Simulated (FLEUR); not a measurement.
# Eu: parallel and opposed starts

Wanted: the moments of Eu and the energy of each order that was tried.

Calculated with FLEUR MaX-R8.1; LDA (VWN) with U = 3.6 eV on Eu f; all-electron FLAPW, Dirac cores, scalar-relativistic bands.

This is a report of a sequence of runs, with most program output left out.

The database entry behind the starting cell differs from later determinations by our own check (about 0.5 % long), so it need not match the best structure at ambient conditions.

## 1. Starting point

It takes space group Im-3m (No. 229, cubic). The conventional cell has a = 4.606 Å, b = 4.606 Å, c = 4.606 Å, α = 90.00°, β = 90.00°, γ = 90.00°. Eu has 8 Eu at 3.99 Å nearest.

Coordinates:

```cif
data_structure
_symmetry_space_group_name_H-M 'P 1'
_symmetry_Int_Tables_number 1
_cell_length_a 3.9889
_cell_length_b 3.9889
_cell_length_c 3.9889
_cell_angle_alpha 109.471
_cell_angle_beta 109.471
_cell_angle_gamma 109.471
_cell_volume 48.86
loop_
_atom_site_label
_atom_site_type_symbol
_atom_site_fract_x
_atom_site_fract_y
_atom_site_fract_z
_atom_site_occupancy
Eu1 Eu 0.00000 0.00000 0.00000 1
```

## 2. Start 1: ferro +

The parallel start is the test of whether parallel moments hold. A Hubbard U acts on the open shell, since semilocal functionals spread its electrons too much.

The file n_mmp_mat seeds the f occupations with whole cubic orbitals by Hund's first rule, so that the U acts from the first pass. inpgen writes inp.xml from crystal.txt; cutoffs, mixing, functional, smearing and local orbitals are then set in the file. The k list default-1 (kpts.xml, not shown) is a Γ-centred 8×8×8 mesh; where the ranks do not divide the number of points, some are split in two of half the weight.

inp.xml reads:

```
<?xml version="1.0" encoding="UTF-8" standalone="no"?>
<fleurInput fleurInputVersion="0.39">
   <comment>
      Eu
   </comment>
   <calculationSetup>
      <cutoffs Kmax="3.6" Gmax="10.8" GmaxXC="10.8" numbands="0"/>
      <scfLoop itmax="130" minDistance="0.0001" maxIterBroyd="15" imix="Anderson" alpha="0.05" precondParam="0.0" spinf="2.0" sdNocoIR="T"/>
      <coreElectrons ctail="T" frcor="F" kcrel="0" coretail_lmax="0"/>
      <xcFunctional name="vwn" relativisticCorrections="F"/>
      <magnetism jspins="2"/>
      <soc l_soc="F" theta="0.0" phi="0.0" spav="F"/>
      <expertModes spex="0" secvar="F"/>
      <geometryOptimization l_f="F" forcealpha="1.0" forcemix="BFGS" epsdisp="0.00001" epsforce="0.00001"/>
      <ldaU l_linMix="F" mixParam="0.05" spinf="1.0"/>
   </calculationSetup>
   <cell>
      <bzIntegration valenceElectrons="17.0" mode="hist" fermiSmearingEnergy="0.00110248">
         <kPointListSelection listName="default-1"/>
         <xi:include xmlns:xi="http://www.w3.org/2001/XInclude" href="kpts.xml"> </xi:include>
      </bzIntegration>
      <xi:include xmlns:xi="http://www.w3.org/2001/XInclude" href="sym.xml"> </xi:include>
      <bulkLattice scale="1.0">
         <bravaisMatrix>
            <row-1>   -4.3520392649537998     4.3520392649537998     4.3520392649537998</row-1>
            <row-2>    4.3520392649537998    -4.3520392649537998     4.3520392649537998</row-2>
            <row-3>    4.3520392649537998     4.3520392649537998    -4.3520392649537998</row-3>
         </bravaisMatrix>
      </bulkLattice>
   </cell>
   <atomSpecies>
      <species name="Europium (7.000" element="Eu" atomicNumber="63">
         <mtSphere radius="2.8" gridPoints="925" logIncrement="0.014"/>
         <atomicCutoffs lmax="10" lnonsphr="8"/>
         <electronConfig flipSpins="F">
            <coreConfig>(1s1/2) (2s1/2) (2p1/2) (2p3/2) (3s1/2) (3p1/2) (3p3/2) (4s1/2) (3d3/2) (3d5/2) (4p1/2) (4p3/2) (4d3/2) (4d5/2)</coreConfig>
            <valenceConfig>(5s1/2) (5p1/2) (5p3/2) (6s1/2) (4f5/2) (4f7/2)</valenceConfig>
            <stateOccupation state="(4f5/2)" spinUp="3.0" spinDown="0.0"/>
            <stateOccupation state="(4f7/2)" spinUp="4.0" spinDown="0.0"/>
         </electronConfig>
         <energyParameters s="6" p="6" d="5" f="4"/>
         <ldaU l="3" U="3.6" J="0.0" l_amf="F"/>
         <lo type="SCLO" l="0" n="5" eDeriv="0"/>
         <lo type="SCLO" l="1" n="5" eDeriv="0"/>
      </species>
   </atomSpecies>
   <atomGroups>
      <atomGroup species="Europium (7.000">
         <relPos label="                   1">.0000000000 .0000000000 .0000000000</relPos>
         <force calculate="T" relaxXYZ="TTT"/>
      </atomGroup>
   </atomGroups>
   <output dos="F" band="F" slice="F">
      <bandDOS minEnergy="-.5*Htr" maxEnergy="0.5*Htr" sigma="0.015" storeEVData="T"/>
      <plotting iplot="0" polar="F">
         <plot TwoD="T" vec1="  1.0  0.0  0.0" vec2="  0.0  1.0  0.0" vec3="  0.0  0.0  1.0" zero="  0.0  0.0  0.0" file="plot"/>
      </plotting>
      <moessbauerParams electricFieldGradient="F" isomerShift="F" coreHyperfine="F" valenceHyperfine="F"/>
   </output>
</fleurInput>
```

crystal.txt reads:

```
Eu
&input film=F cartesian=F /
-2.30300000000  2.30300000000  2.30300000000
2.30300000000  -2.30300000000  2.30300000000
2.30300000000  2.30300000000  -2.30300000000
1.8897261246
1.0 1.0 1.0

1
63 0.00000000000  0.00000000000  0.00000000000 : 7.000

&kpt div1=8 div2=8 div3=8 gamma=T /
```

The run is started by

```sh
OMP_NUM_THREADS=1 inpgen -f crystal.txt > inpgen.log  # inp.xml is then edited as shown
OMP_NUM_THREADS=1 mpirun -n 4 fleur_MPI > fleur.log
```

The job ended after 30 s (4 MPI ranks of Intel Xeon at 2.50GHz (Skylake/Cascade Lake), shared host; peak memory 0.21 GiB; 99 s of CPU time).

Read from the output:

| Item | Value |
| --- | --- |
| free energy | -295110.4751 eV |
| program's band gap on this mesh (in a metal only a level spacing) | 0.002001 eV |
| magnetization | 7.253 μB |
| final state | ferromagnetic |
| largest moment | 6.991 μB |

After 13 cycles the largest moment stands at 6.99 μB.

## 3. Start 2: antiferro q=(1/2,1/2,1/2) +-

An opposed order shows whether neighbours prefer unlike signs.

The cell is doubled to 2 atoms to hold this order. The mesh is halved along the doubled vector, so that both cells sample the same points. The k list default-1 (kpts.xml, not shown) is a Γ-centred 4×8×8 mesh.

inp.xml: that of step 2 with these lines changed.

```diff
@@ -17,3 +17,3 @@
    <cell>
-      <bzIntegration valenceElectrons="17.0" mode="hist" fermiSmearingEnergy="0.00110248">
+      <bzIntegration valenceElectrons="34.0" mode="hist" fermiSmearingEnergy="0.00110248">
          <kPointListSelection listName="default-1"/>
@@ -24,5 +24,5 @@
          <bravaisMatrix>
-            <row-1>   -4.3520392649537998     4.3520392649537998     4.3520392649537998</row-1>
-            <row-2>    4.3520392649537998    -4.3520392649537998     4.3520392649537998</row-2>
-            <row-3>    4.3520392649537998     4.3520392649537998    -4.3520392649537998</row-3>
+            <row-1>   -8.7040785299075996     8.7040785299075996     8.7040785299075996</row-1>
+            <row-2>    0.0000000000000000     0.0000000000000000     8.7040785299075996</row-2>
+            <row-3>    0.0000000000000000     8.7040785299075996     0.0000000000000000</row-3>
          </bravaisMatrix>
@@ -45,2 +45,16 @@
       </species>
+      <species name="Europium (-7.000" element="Eu" atomicNumber="63">
+         <mtSphere radius="2.8" gridPoints="925" logIncrement="0.014"/>
+         <atomicCutoffs lmax="10" lnonsphr="8"/>
+         <electronConfig flipSpins="F">
+            <coreConfig>(1s1/2) (2s1/2) (2p1/2) (2p3/2) (3s1/2) (3p1/2) (3p3/2) (4s1/2) (3d3/2) (3d5/2) (4p1/2) (4p3/2) (4d3/2) (4d5/2)</coreConfig>
+            <valenceConfig>(5s1/2) (5p1/2) (5p3/2) (6s1/2) (4f5/2) (4f7/2)</valenceConfig>
+            <stateOccupation state="(4f5/2)" spinUp="0.0" spinDown="3.0"/>
+            <stateOccupation state="(4f7/2)" spinUp="0.0" spinDown="4.0"/>
+         </electronConfig>
+         <energyParameters s="6" p="6" d="5" f="4"/>
+         <ldaU l="3" U="3.6" J="0.0" l_amf="F"/>
+         <lo type="SCLO" l="0" n="5" eDeriv="0"/>
+         <lo type="SCLO" l="1" n="5" eDeriv="0"/>
+      </species>
    </atomSpecies>
@@ -49,2 +63,6 @@
          <relPos label="                   1">.0000000000 .0000000000 .0000000000</relPos>
+         <force calculate="T" relaxXYZ="TTT"/>
+      </atomGroup>
+      <atomGroup species="Europium (-7.000">
+         <relPos label="                   2">1.000/2.000 .0000000000 .0000000000</relPos>
          <force calculate="T" relaxXYZ="TTT"/>
```

crystal.txt reads:

```
Eu
&input film=F cartesian=F /
-4.60600000000  4.60600000000  4.60600000000
0.00000000000  0.00000000000  4.60600000000
0.00000000000  4.60600000000  0.00000000000
1.8897261246
1.0 1.0 1.0

2
63 0.00000000000  0.00000000000  0.00000000000 : 7.000
63 0.50000000000  0.00000000000  0.00000000000 : -7.000

&kpt div1=4 div2=8 div3=8 gamma=T /
```

Run time: 1.8 min. Hardware: 4 MPI ranks; peak memory 0.31 GiB; 5.8 min of CPU time.

Numbers from this step:

* free energy: -590220.9126 eV
* program's band gap on this mesh (in a metal only a level spacing): 0 eV
* magnetization: 0 μB
* final state: antiferromagnetic
* largest moment: 6.960 μB

It lies 18.8 meV a seeded atom over the first start, and its largest moment is 6.96 μB against 6.99 μB.

## 4. Order 3, typed as antiferro q=(0,0,1/2) +-

Another pattern of signs weighs the neighbour shells otherwise.

The cell is doubled to 2 atoms to hold this order. The mesh is halved along the doubled vector, so that both cells sample the same points. The k list default-1 (kpts.xml, not shown) is a Γ-centred 8×8×4 mesh.

inp.xml: that of step 3 with these lines changed.

```diff
@@ -24,5 +24,5 @@
          <bravaisMatrix>
-            <row-1>   -8.7040785299075996     8.7040785299075996     8.7040785299075996</row-1>
-            <row-2>    0.0000000000000000     0.0000000000000000     8.7040785299075996</row-2>
-            <row-3>    0.0000000000000000     8.7040785299075996     0.0000000000000000</row-3>
+            <row-1>   -4.3520392649537998     4.3520392649537998     4.3520392649537998</row-1>
+            <row-2>    4.3520392649537998    -4.3520392649537998     4.3520392649537998</row-2>
+            <row-3>    8.7040785299075996     8.7040785299075996    -8.7040785299075996</row-3>
          </bravaisMatrix>
@@ -66,3 +66,3 @@
       <atomGroup species="Europium (-7.000">
-         <relPos label="                   2">1.000/2.000 .0000000000 .0000000000</relPos>
+         <relPos label="                   2">.0000000000 .0000000000 1.000/2.000</relPos>
          <force calculate="T" relaxXYZ="TTT"/>
```

crystal.txt reads:

```
Eu
&input film=F cartesian=F /
-2.30300000000  2.30300000000  2.30300000000
2.30300000000  -2.30300000000  2.30300000000
4.60600000000  4.60600000000  -4.60600000000
1.8897261246
1.0 1.0 1.0

2
63 0.00000000000  0.00000000000  0.00000000000 : 7.000
63 0.00000000000  0.00000000000  0.50000000000 : -7.000

&kpt div1=8 div2=8 div3=4 gamma=T /
```

It took 4.1 min on 4 MPI ranks; peak memory 0.38 GiB; 13 min of CPU time.

Spin moment in the muffin-tin sphere by atom:

```
atom  spin moment in the muffin-tin sphere (μB)
 Eu1                                       6.99
 Eu2                                      -6.99
```

Numbers from this step:

```
free energy                                                       : -590220.9385 eV
program's band gap on this mesh (in a metal only a level spacing) : 0 eV
magnetization                                                     : 0 μB
final state                                                       : antiferromagnetic
```

It lies 5.86 meV a seeded atom over the first start, and its largest moment is 6.99 μB against 6.99 μB.

## 5. Ranking

Free energies are divided by the number of seeded atoms, so that cells of unlike size compare. Wavevectors q in the names are fractions of the primitive cell's reciprocal vectors.

Orders:

```csv
start,final state,typed order kept,energy over the lowest (meV a seeded atom),largest sphere moment (μB),net moment (μB a primitive cell),mesh matched,CPU time (s)
ferro +,ferromagnetic,yes,0,6.991,7.253,yes,99.4
"antiferro q=(1/2,1/2,1/2) +-",antiferromagnetic,yes,18.79,6.96,0,yes,346.2
"antiferro q=(0,0,1/2) +-",antiferromagnetic,yes,5.864,6.987,0,yes,793
```

## 6. Summary of results

| Quantity | Value |
| --- | --- |
| lowest state found | ferromagnetic (typed ferro +) |
| largest site spin moment | 6.99 μB |
| next finished state | antiferromagnetic, 5.86 meV a seeded atom higher |

The lowest state found is ferromagnetic, reached from the start ferro +, with moments up to 6.99 μB. The next finished state costs 5.9 meV a seeded atom. This is the lowest of 3 finished starts, no proof of the ground state. The f shell is half filled, so the spin-only picture is fair.

[Logs and program files are shortened in this print: banners, set-up blocks, solver, clock and traceback lines can be left out without a mark of their own.]

[Logs are printed without paths, hosts, clocks, repeated set-up lines and the standing remarks that a program may print on its own settings, such as how far it seeks lower states.]

[Hosts, paths, dates, database ids (printed as entryN), source tags and the programs' standing remarks are cut or masked in the printed files.]

[Where a cell is said to come from a database of computed structures, the database is the Materials Project.]
